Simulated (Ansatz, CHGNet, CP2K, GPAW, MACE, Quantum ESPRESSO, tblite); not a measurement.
# Generalised stacking fault on (111) (glide set) of a Ge-Sn solid solution (48 atoms) in GPAW

Aim: run generalised stacking fault on (111) (glide set) of a Ge-Sn solid solution (48 atoms) in GPAW and see how near its forces come to a plane-wave reference, and at what cost.

Calculated with GPAW 26.7.0; the method is named at each step.

## Step 1: The structure

The cell holds 48 atoms: 34 Ge and 14 Sn. Its edges and angles: a = 8.334 Å, b = 7.218 Å, c = 20.867 Å, α = 90.0°, β = 79.5°, γ = 90.0°. Diamond-structure Ge lattice (a = 5.8932 Å, the value set for the mixture), cell with z along [111], 2 x 1 x 2 periods; the third cell vector is tilted by 0.917 of 1/2[1-10] and lengthened by 0.1 Å, so the cell holds one fault (glide set); displaced by a Gaussian of 0.01 Å; 14 of 48 Ge sites given to Sn at random (lattice constant by Vegard's rule between Ge and Sn). Then every atom was moved at random, 0.05 Å r.m.s. a Cartesian component. The structure's axis is c.

The yardstick, on the same geometry:

```
method                 : Kohn-Sham DFT, PBE, PAW, plane waves (Ansatz 0.2.0); cutoff 420 eV, Γ point, fermi-dirac smearing of 0.05 eV; PAW set soft_2
r.m.s. force component : 1.174 eV/Å
longest force          : 5.181 eV/Å
pressure               : 8.487 GPa
SCF cycles             : 10
time                   : 17 s on 4 threads of Arm Neoverse V2, shared host
CPU time               : 63 s
```

## Step 2: PBE, LCAO dzp, h 0.2 Å

Method: Kohn-Sham DFT, PBE, PAW, atomic orbitals (dzp).

File run.py:

```python
import numpy as np
from ase.io import read
from gpaw import GPAW, FermiDirac

atoms = read("structure.xyz")
atoms.calc = GPAW(
    mode="lcao",
    basis="dzp",
    h=0.2,
    xc="PBE",
    kpts={"size": (1, 1, 1), "gamma": True},
    occupations=FermiDirac(0.05),
    maxiter=200,
    symmetry={"point_group": False},
    txt="gpaw.txt",
)
energy = atoms.get_potential_energy(force_consistent=True)
forces = atoms.get_forces()
print(f"energy {energy:.6f} eV")
print("forces (eV/A)")
for i, (a, f) in enumerate(zip(atoms, forces)):
    print(f"{i:4d} {a.symbol:2s} {f[0]:10.5f} {f[1]:10.5f} {f[2]:10.5f}")
print(f"Fermi level {atoms.calc.get_fermi_level():.4f} eV")
for k in range(len(atoms.calc.get_ibz_k_points())):
    for s in range(atoms.calc.get_number_of_spins()):
        e = atoms.calc.get_eigenvalues(kpt=k, spin=s)
        n = np.searchsorted(e, atoms.calc.get_fermi_level())
        print(f"k {k} spin {s} levels about the Fermi level:", np.round(e[max(n - 6, 0):n], 4).tolist(), "|", np.round(e[n:n + 6], 4).tolist())
```

File structure.xyz:

```xyz
48
Lattice="8.33424 0.00000 0.00000 0.00000 7.21767 0.00000 3.81983 0.00000 20.51464" Properties=species:S:1:pos:R:3 pbc="T T T"
Ge 6.28357 3.57765 0.39327
Sn 6.28492 3.53348 2.93031
Sn 6.31692 6.05353 3.85060
Ge 6.23705 5.95443 6.42724
Sn 2.08177 3.57340 0.34670
Ge 2.15423 3.59909 2.94159
Ge 2.02997 5.89842 3.88917
Ge 1.99748 6.00041 6.37246
Ge 4.19331 0.03313 0.39265
Ge 4.25518 7.16751 2.96826
Sn 4.17661 2.45798 3.95892
Ge 4.19458 2.46418 6.39277
Sn 4.13900 4.73328 7.19715
Sn 4.15049 4.78799 9.79000
Ge 6.33364 1.13527 7.21992
Ge 6.21977 1.16941 9.76435
Ge 6.38688 3.62710 10.65243
Ge 6.37776 3.60429 13.16999
Ge 6.20642 5.96143 14.10730
Ge 6.29669 6.00900 16.53870
Ge 8.34854 0.01234 0.48230
Sn 8.39584 7.14311 2.93359
Ge 8.32431 2.35051 3.82372
Ge 8.41127 2.38659 6.38641
Ge 8.30071 4.87084 7.19182
Ge 8.32732 4.85049 9.76251
Sn 2.11768 1.19712 7.22751
Ge 2.09978 1.06677 9.79143
Ge 2.08708 3.64608 10.63007
Ge 10.41627 3.66578 13.19809
Ge 10.45140 6.00488 14.04966
Ge 10.38775 6.00279 16.51470
Ge 4.08834 0.02649 10.61325
Ge 4.10944 0.01213 13.15747
Ge 4.16108 2.44203 14.03058
Ge 4.02488 2.42276 16.54013
Ge 4.14019 4.81159 17.45529
Ge 4.12130 4.74468 20.00362
Sn 6.25073 1.18435 17.34595
Sn 6.27787 1.23206 19.94495
Sn 8.32664 0.09361 10.50678
Sn 8.38477 7.14557 13.20199
Sn 8.29622 2.29594 13.99222
Ge 8.36767 2.41438 16.53111
Sn 8.34840 4.79823 17.43293
Ge 8.33528 4.84724 20.00239
Ge 10.35546 1.21019 17.43519
Ge 10.44735 1.20614 20.00239
```

Started as:

```sh
OMP_NUM_THREADS=1 python run.py > output.txt
```

Log:

```text
energy -176.823798 eV
forces (eV/A)
   0 Ge    1.46029   -0.74139   -0.37438
   1 Sn    1.12963    0.50824   -0.96377
   2 Sn   -1.74767   -1.04188    1.49885
   3 Ge    0.53152    0.85883    0.03446
   4 Sn    3.41014    0.28290    2.51249
   5 Ge   -1.42132    0.23693    0.06366
   6 Ge    1.76771   -0.18438    0.35825
   7 Ge   -0.01666   -0.47995   -0.72784
   8 Ge    3.85408   -2.41876    2.39812
   9 Ge   -1.93103    0.48615   -0.93130
  10 Sn   -1.21831   -1.71578   -0.64716
  11 Ge    1.34028   -2.40004    0.84496
  12 Sn   -0.52695    1.65748   -0.45184
  13 Sn    1.19786    0.24520    1.08210
  14 Ge   -0.39522    0.44345    0.32819
  15 Ge   -1.71099    1.05414   -0.86894
  16 Ge   -0.41695   -0.55054    0.39433
  17 Ge   -2.49432    0.92611   -0.65107
  18 Ge   -0.61980   -0.28290   -0.34299
  19 Ge   -1.34206   -0.84922   -0.43302
  20 Ge    1.75117   -1.40903   -1.18246
  21 Sn    1.87070    1.55694   -0.31947
  22 Ge    1.61116    0.25810    1.05483
  23 Ge   -1.59389    1.06652   -0.81183
[...]
40 Sn   -0.46580   -1.12333    0.67882
  41 Sn   -0.82101   -2.44503   -0.77724
  42 Sn    1.44800    2.31873    1.18921
  43 Ge    0.50187   -0.28798    0.24862
  44 Sn   -0.15204   -0.30522    0.43473
  45 Ge   -1.24923    0.92385    0.13880
  46 Ge    0.05118   -0.64449    0.34593
  47 Ge   -2.12372    0.96717   -1.18694
Fermi level 5.7658 eV
k 0 spin 0 levels about the Fermi level: [5.3367, 5.3861, 5.4191, 5.6054, 5.6804, 5.7194] | [5.8035, 5.8602, 5.9551, 6.0586, 6.2333, 6.2878]
```

gpaw.txt:

```text
Input parameters:
  mode=LCAO(),
  basis={'default': 'dzp'},
  h=0.2,
  kpts=MonkhorstPack(size=(1, 1, 1), gamma=True),
  maxiter=200,
  occupations=Occupations(name='fermi-dirac', width=0.05, fixmagmom=False),
  symmetry=Symmetry(point_group=False),
  xc=XC(name='PBE')
Unit cell  # Å
| periodic |        x |        y |         z |   lengths |    angles |
|----------|----------|----------|-----------|-----------|-----------|
|      yes | 8.334240 | 0.000000 |  0.000000 |  8.334240 | 90.000000 |
|      yes | 0.000000 | 7.217670 |  0.000000 |  7.217670 | 79.452306 |
|      yes | 3.819830 | 0.000000 | 20.514640 | 20.867236 | 90.000000 |
Number of symmetries: 1
Symmetry operations  # r_c * U_cc + t_c -> r_c
|   | kind |            matrix            |
|---|------|------------------------------|
| 0 |  E   |  1, 0, 0,  0, 1, 0,  0, 0, 1 |
BZ-sampling:
  Number of BZ points: 1
  Number of IBZ points: 1
  Monkhorst-Pack size: [1, 1, 1]
  Monkhorst-Pack shift: [0, 0, 0]
[... lines left out ...]
  Fermi-Dirac:
[... lines left out ...]
xc functional:
  name: PBE with 2 nearest neighbor stencil
interpolation: tri-quintic # 5. degree polynomial
Initialization done in: 6.089 s
convergence criteria:
- Maximum [total energy] change in last 3 cyles: 0.0005 eV / valence electron
- Maximum integral of absolute [dens]ity change: 0.0001 electrons / valence electron
- Maximum integral of absolute [eigenst]ate change: 4e-08 eV^2 / valence electron
maximum number of iterations: 200
SCF iterations
|iter     |      energy | eigst |  dens |
|---------|-------------|-------|-------|
|iter:   1| -177.715882 |      c|       |
|iter:   2| -177.431072 |      c| -1.22 |
|iter:   3| -193.719508 |      c| -1.24 |
|iter:   4| -191.964533 |      c| -1.12 |
[...]
|iter:   8| -176.781253 |      c| -1.68 |
|iter:   9| -176.761697 |      c| -1.99 |
|iter:  10| -176.729025c|      c| -2.17 |
|iter:  11| -176.721879c|      c| -2.29 |
|iter:  12| -176.706305c|      c| -2.51 |
|iter:  13| -176.707849c|      c| -2.80 |
|iter:  14| -176.706465c|      c| -3.20 |
|iter:  15| -176.706463c|      c| -3.66 |
|iter:  16| -176.706490c|      c| -4.04c|
Converged in 16 steps
SCF loop duration: 107.305 s (6.707 s/step)
Energy contributions relative to reference atoms: (reference = -4293469.393285)
Energy contributions:
  Kinetic:         754.175921
  Coulomb:        -658.847248
  Zero:              0.941009
  External:          0.000000
  Xc:             -272.858863
  Entropy:          -0.234617
  Spinorbit:         0.000000
  ----------------------------
  Free energy:    -176.823798
  Extrapolated:   -176.706490
dipole moment: (-4.603892, -50.694238, -31.733249)  # |e|*Ang
Fermi level: 5.766
Eigenvalues  # (at kpt = [0.000, 0.000, 0.000])
| band index |      eig [eV] | occ [0-2] |
|------------|---------------|-----------|
|          0 |       -16.753 |     2.000 |
|        ... |               |           |
|        158 |         4.926 |     2.000 |
|        159 |         5.202 |     2.000 |
[...]
|        173 |         6.525 |     0.000 |
|        ... |               |           |
|        203 |         9.248 |     0.000 |
Gap: 0.084 eV
Transition (v -> c):
  (s=0, k=0, n=165, [0.00, 0.00, 0.00]) -> (s=0, k=0, n=166, [0.00, 0.00, 0.00])
No difference between direct/indirect transitions
Force computation time: 13.942  # s
timing:  # [seconds]
  Total:  127.355  # ━━━━━━━━━━━━━━━━━━━━━━━━━━━━━━━━━━━━━━━━━━━━━━━━━━━━━━━━
  Init:     6.089  # ━━╸
  SCF:    107.305  # ━━━━━━━━━━━━━━━━━━━━━━━━━━━━━━━━━━━━━━━━━━━━━━━
  Forces:  13.942  # ━━━━━━
```

Wall time 2.1 min (1 thread of Arm Neoverse V2, shared host); peak memory 1.2 GiB.

Banners, paths, timers and routine set-up lines are dropped from the logs unmarked, and long logs keep their key lines alone; longer cuts are marked.

Against the reference:

```yaml
r_m_s_force_component: 1.231 eV/Å
r_m_s_difference_of_force_components: 73.21 meV/Å
longest_difference_of_force_vectors: 282.3 meV/Å
force_difference_over_r_m_s_force: 6.236 %
slope_of_forces_against_the_reference_s: 1.048
correlation_of_force_components: 0.9993
```

Length of the force difference by element (eV/Å):

```tsv
element	atoms	mean	most
Ge	34	0.11	0.28
Sn	14	0.11	0.26
```

A closer look about Ge18, picked at random: 9 atoms, nearest first, numbered in the order of the input, with positions taken from that point.

```tsv
atom	x	y	z	distance (Å)	bonds	Fx	Fy	Fz (eV/Å)
Ge18	0.00	0.00	0.00	0.00	4	-2.49	0.93	-0.65
Sn43	1.92	-1.31	0.82	2.46	4	1.45	2.32	1.19
Ge17	0.01	0.02	-2.52	2.52	4	-0.42	-0.55	0.39
Ge19	-0.17	2.36	0.94	2.54	4	-0.62	-0.28	-0.34
Ge35	-2.22	-1.16	0.86	2.65	4	0.40	0.00	-0.01
Ge30	4.04	0.06	0.03	4.04	4	0.44	-0.07	-0.74
Sn42	2.01	3.54	0.03	4.07	4	-0.82	-2.45	-0.78
Ge44	1.99	-1.19	3.36	4.08	4	0.50	-0.29	0.25
Ge26	1.95	1.25	-3.41	4.12	4	0.64	-0.86	-1.01
```

Atoms are counted from 1 here, from 0 in the log.

Forces lie 6.2 % from the reference's, at 2.0 times its CPU time (on 1 against 4 cores).

## Step 3: PBE, plane waves 550 eV

Method: Kohn-Sham DFT, PBE, PAW, plane waves.

run.py, as its differences from that of step 2:

```diff
@@ -2,3 +2,4 @@
 from ase.io import read
-from gpaw import GPAW, FermiDirac
+from gpaw import GPAW, FermiDirac, PW
+from ase.parallel import parprint as print
 
@@ -6,5 +7,3 @@
 atoms.calc = GPAW(
-    mode="lcao",
-    basis="dzp",
-    h=0.2,
+    mode=PW(550),
     xc="PBE",
@@ -14,2 +13,3 @@
     symmetry={"point_group": False},
+    nbands=396,
     txt="gpaw.txt",
@@ -22,2 +22,6 @@
     print(f"{i:4d} {a.symbol:2s} {f[0]:10.5f} {f[1]:10.5f} {f[2]:10.5f}")
+stress = -atoms.get_stress(voigt=False) * 160.21766
+print("stress (GPa, compression positive)")
+for row in stress:
+    print(" ".join(f"{x:10.4f}" for x in row))
 print(f"Fermi level {atoms.calc.get_fermi_level():.4f} eV")
```

structure.xyz is that of step 2.

Started as:

```sh
OMP_NUM_THREADS=1 mpirun -np 2 gpaw python run.py > output.txt
```

Log:

```text
energy -187.004109 eV
forces (eV/A)
   0 Ge    1.38473   -0.69452   -0.39556
   1 Sn    1.08655    0.46736   -0.97704
   2 Sn   -1.67398   -0.97059    1.44275
   3 Ge    0.50741    0.84942    0.04378
   4 Sn    3.20823    0.28894    2.37553
   5 Ge   -1.36517    0.24637    0.05288
[...]
45 Ge   -1.14973    0.85248    0.17326
  46 Ge    0.06414   -0.59762    0.32902
  47 Ge   -2.03683    0.90120   -1.11427
stress (GPa, compression positive)
   16.0212    -1.7136     1.3016
   -1.7136     3.0515    -1.4912
    1.3016    -1.4912     5.9971
Fermi level 5.7429 eV
k 0 spin 0 levels about the Fermi level: [5.3321, 5.3824, 5.4157, 5.5957, 5.675, 5.6793] | [5.7823, 5.8382, 5.9169, 6.0178, 6.2123, 6.2476]
```

gpaw.txt:

```text
Input parameters:
  mode=PW(ecut=550.0),
  kpts=MonkhorstPack(size=(1, 1, 1), gamma=True),
  maxiter=200,
  nbands=396,
  occupations=Occupations(name='fermi-dirac', width=0.05, fixmagmom=False),
[... lines left out ...]
  Converge bands: occupied
[... lines left out ...]
  Fermi-Dirac:
[... lines left out ...]
convergence criteria:
- Maximum [total energy] change in last 3 cyles: 0.0005 eV / valence electron
[... lines left out ...]
Converged in 19 steps
[... lines left out ...]
  Free energy:    -187.004109
[... lines left out ...]
Fermi level: 5.743
[... lines left out ...]
|        ... |               |           |
[...]
Gap: 0.103 eV
Transition (v -> c):
  (s=0, k=0, n=165, [0.00, 0.00, 0.00]) -> (s=0, k=0, n=166, [0.00, 0.00, 0.00])
No difference between direct/indirect transitions
Force computation time: 2.730  # s
Stress tensor  # eV/Ang^3
|         x |         y |         z |
|-----------|-----------|-----------|
[...]
|  0.010695 | -0.019046 |  0.009308 |
| -0.008124 |  0.009308 | -0.037431 |
Stress computation time: 13.043  # s
```

The job ended after 3.1 min (2 MPI ranks; peak memory 1.5 GiB).

Numbers from this run, and their distance from the reference:

| Property | Result |
| --- | --- |
| r.m.s. force component | 1.173 eV/Å |
| r.m.s. difference of force components | 24.54 meV/Å |
| longest difference of force vectors | 99.41 meV/Å |
| force difference over r.m.s. force | 2.091 % |
| slope of forces against the reference's | 0.9986 |
| correlation of force components | 0.9998 |
| pressure | 8.357 GPa |
| pressure difference | -0.1308 GPa |

Against the first run (6.2 %), the force difference from the reference is 2.1 %, at 2.9 times the CPU time (on 2 against 1 cores).

The run ends at a pressure of 8.36 GPa, with forces up to 5.2 eV/Å.

## Step 4: PBE, LCAO szp(dzp), h 0.2 Å

Method: Kohn-Sham DFT, PBE, PAW, atomic orbitals (szp(dzp)).

run.py, as its differences from that of step 3:

```diff
@@ -2,4 +2,3 @@
 from ase.io import read
-from gpaw import GPAW, FermiDirac, PW
-from ase.parallel import parprint as print
+from gpaw import GPAW, FermiDirac
 
@@ -7,3 +6,5 @@
 atoms.calc = GPAW(
-    mode=PW(550),
+    mode="lcao",
+    basis="szp(dzp)",
+    h=0.2,
     xc="PBE",
@@ -13,3 +14,2 @@
     symmetry={"point_group": False},
-    nbands=396,
     txt="gpaw.txt",
@@ -22,6 +22,2 @@
     print(f"{i:4d} {a.symbol:2s} {f[0]:10.5f} {f[1]:10.5f} {f[2]:10.5f}")
-stress = -atoms.get_stress(voigt=False) * 160.21766
-print("stress (GPa, compression positive)")
-for row in stress:
-    print(" ".join(f"{x:10.4f}" for x in row))
 print(f"Fermi level {atoms.calc.get_fermi_level():.4f} eV")
```

structure.xyz is that of step 3.

Started as:

```sh
OMP_NUM_THREADS=1 python run.py > output.txt
```

Log:

```text
energy -167.028664 eV
forces (eV/A)
   0 Ge    1.66531   -0.85630   -0.36339
   1 Sn    1.15278    0.55317   -0.98917
   2 Sn   -1.75698   -1.08958    1.57568
   3 Ge    0.49860    0.90306    0.00604
   4 Sn    3.64129    0.27125    2.67185
   5 Ge   -1.54271    0.20032    0.06945
   6 Ge    1.93570   -0.17310    0.32414
   7 Ge    0.04363   -0.47198   -0.75643
   8 Ge    4.13446   -2.55686    2.54079
   9 Ge   -2.12029    0.50970   -0.92951
  10 Sn   -1.25935   -1.83995   -0.70131
  11 Ge    1.48606   -2.58706    0.93893
  12 Sn   -0.60870    1.76654   -0.45784
  13 Sn    1.32259    0.22714    1.10438
  14 Ge   -0.46732    0.51487    0.29712
  15 Ge   -1.86249    1.17334   -0.92669
  16 Ge   -0.50513   -0.62771    0.38972
  17 Ge   -2.62809    0.96969   -0.64569
  18 Ge   -0.71364   -0.25187   -0.46781
  19 Ge   -1.42489   -0.93451   -0.34827
  20 Ge    2.02042   -1.62906   -1.24477
  21 Sn    1.94027    1.62572   -0.29087
  22 Ge    1.73032    0.29494    1.09566
  23 Ge   -1.67439    1.16903   -0.84651
[...]
40 Sn   -0.49388   -1.15952    0.79042
  41 Sn   -0.87567   -2.58608   -0.84209
  42 Sn    1.57213    2.34496    1.25375
  43 Ge    0.51924   -0.28907    0.24288
  44 Sn   -0.16634   -0.34075    0.46455
  45 Ge   -1.46153    1.09825    0.12380
  46 Ge    0.01776   -0.75346    0.36597
  47 Ge   -2.38170    1.10562   -1.29062
Fermi level 5.5384 eV
k 0 spin 0 levels about the Fermi level: [5.0997, 5.1351, 5.1899, 5.3768, 5.4317, 5.5058] | [5.5707, 5.6354, 5.7451, 5.856, 6.0184, 6.117]
```

gpaw.txt:

```text
Input parameters:
  mode=LCAO(),
  basis={'default': 'szp(dzp)'},
  h=0.2,
  kpts=MonkhorstPack(size=(1, 1, 1), gamma=True),
  maxiter=200,
  occupations=Occupations(name='fermi-dirac', width=0.05, fixmagmom=False),
  symmetry=Symmetry(point_group=False),
  xc=XC(name='PBE')
Unit cell  # Å
| periodic |        x |        y |         z |   lengths |    angles |
[... lines left out ...]
  Fermi-Dirac:
[... lines left out ...]
convergence criteria:
- Maximum [total energy] change in last 3 cyles: 0.0005 eV / valence electron
[... lines left out ...]
Converged in 18 steps
[... lines left out ...]
  Free energy:    -167.028664
  Extrapolated:   -166.915143
dipole moment: (-4.512176, -50.819025, -31.326390)  # |e|*Ang
Fermi level: 5.538
Eigenvalues  # (at kpt = [0.000, 0.000, 0.000])
| band index |      eig [eV] | occ [0-2] |
|------------|---------------|-----------|
|          0 |       -17.531 |     2.000 |
|        ... |               |           |
|        158 |         4.706 |     2.000 |
|        159 |         4.976 |     2.000 |
[...]
|        173 |         6.434 |     0.000 |
|        ... |               |           |
|        203 |         9.251 |     0.000 |
Gap: 0.065 eV
Transition (v -> c):
  (s=0, k=0, n=165, [0.00, 0.00, 0.00]) -> (s=0, k=0, n=166, [0.00, 0.00, 0.00])
No difference between direct/indirect transitions
Force computation time: 11.080  # s
timing:  # [seconds]
  Total:  116.460  # ━━━━━━━━━━━━━━━━━━━━━━━━━━━━━━━━━━━━━━━━━━━━━━━━━━━━━━━━
  Init:     5.635  # ━━╸
  SCF:     99.723  # ━━━━━━━━━━━━━━━━━━━━━━━━━━━━━━━━━━━━━━━━━━━━━━━━
  Forces:  11.080  # ━━━━━╸
```

It took 2 min on 1 thread; peak memory 1.1 GiB.

Numbers from this run, and their distance from the reference:

| Item | Value |
| --- | --- |
| r.m.s. force component | 1.321 eV/Å |
| r.m.s. difference of force components | 170.5 meV/Å |
| longest difference of force vectors | 662.2 meV/Å |
| force difference over r.m.s. force | 14.52 % |
| slope of forces against the reference's | 1.122 |
| correlation of force components | 0.9976 |

This is a coarse setting, run to see what it loses.

Against the first run (6.2 %), the force difference from the reference is 15 %, at 0.92 times the CPU time, with 502 basis functions against 764: the smaller basis costs accuracy.

(Continued in part 2 of 2.)

[Also dropped from logs without a mark: logging warnings of Python, and SIESTA's first energy breakdown and zero terms.]

[Logs are printed without paths, hosts, clocks, repeated set-up lines and the standing remarks that a program may print on its own settings, such as how far it seeks lower states.]

[Hosts, paths, dates, database ids (printed as entryN), source tags and the programs' standing remarks are cut or masked in the printed files.]
